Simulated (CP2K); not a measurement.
Consider trifluoromethyloxirane at its PBE geometry (Å).

```xyz
10

F     1.1567    0.7813    1.2652
C     1.1913    0.2352    0.0242
F     1.5127    1.2226   -0.8714
F     2.2268   -0.6496    0.0161
C    -0.1182   -0.4152   -0.3734
C    -1.3969    0.0605    0.1792
O    -0.7941   -1.1771    0.6381
H    -0.0812   -0.8669   -1.3690
H    -1.3955    0.8694    0.9124
H    -2.3015   -0.0602   -0.4213
```

Method: CP2K XAS_TDP, all-electron GAPW, PBEh(45%), aug-cc-pVDZ, TDA, no relativity.

Where do the C K-edge lines lie, and how strong are they?

Leading lines: C2 289.73 eV, C5 285.04 eV and C6 284.60 eV. The leading line of an atom is its first one with 35 % of the strongest within 2.5 eV of its lowest line over the strength cut. 

The first six lines of each atom with a strength over 0.0015:

```csv
atom,energy (eV),states,"strength, one atom"
C2 (bonded to C and 3 F),289.73,1,0.0751
,290.08,1,0.0826
,291.77,1,0.0190
,292.31,1,0.0247
,292.81,1,0.0050
,293.09,1,0.0311
"C5 (bonded to 2 C, O and H)",285.04,1,0.0462
,286.32,1,0.0192
,286.71,1,0.0123
,287.42,1,0.0049
,287.95,1,0.0020
,288.37,1,0.0019
"C6 (bonded to C, O and 2 H)",284.60,1,0.0512
,285.95,1,0.0081
,286.27,1,0.0161
,286.53,1,0.0219
,287.32,1,0.0050
,288.14,1,0.0018
```

Lines are vertical, at one geometry, with no vibrational structure. Without a correction of the core level, line positions, and the gaps between valence and Rydberg lines, follow the share of exact exchange. At this level such K lines come out 3 to 6 eV under measured ones. These values hold no scalar relativity, about 0.1 eV for C 1s. Rydberg lines, and the discretised continuum above threshold, depend on the basis and the box.

[Banner, clock and machine lines of the logs are left out without a mark of their own.]

[Logs are printed without paths, hosts, clocks, repeated set-up lines and the standing remarks that a program may print on its own settings, such as how far it seeks lower states.]

[Hosts, paths, dates, database ids (printed as entryN), source tags and the programs' standing remarks are cut or masked in the printed files.]
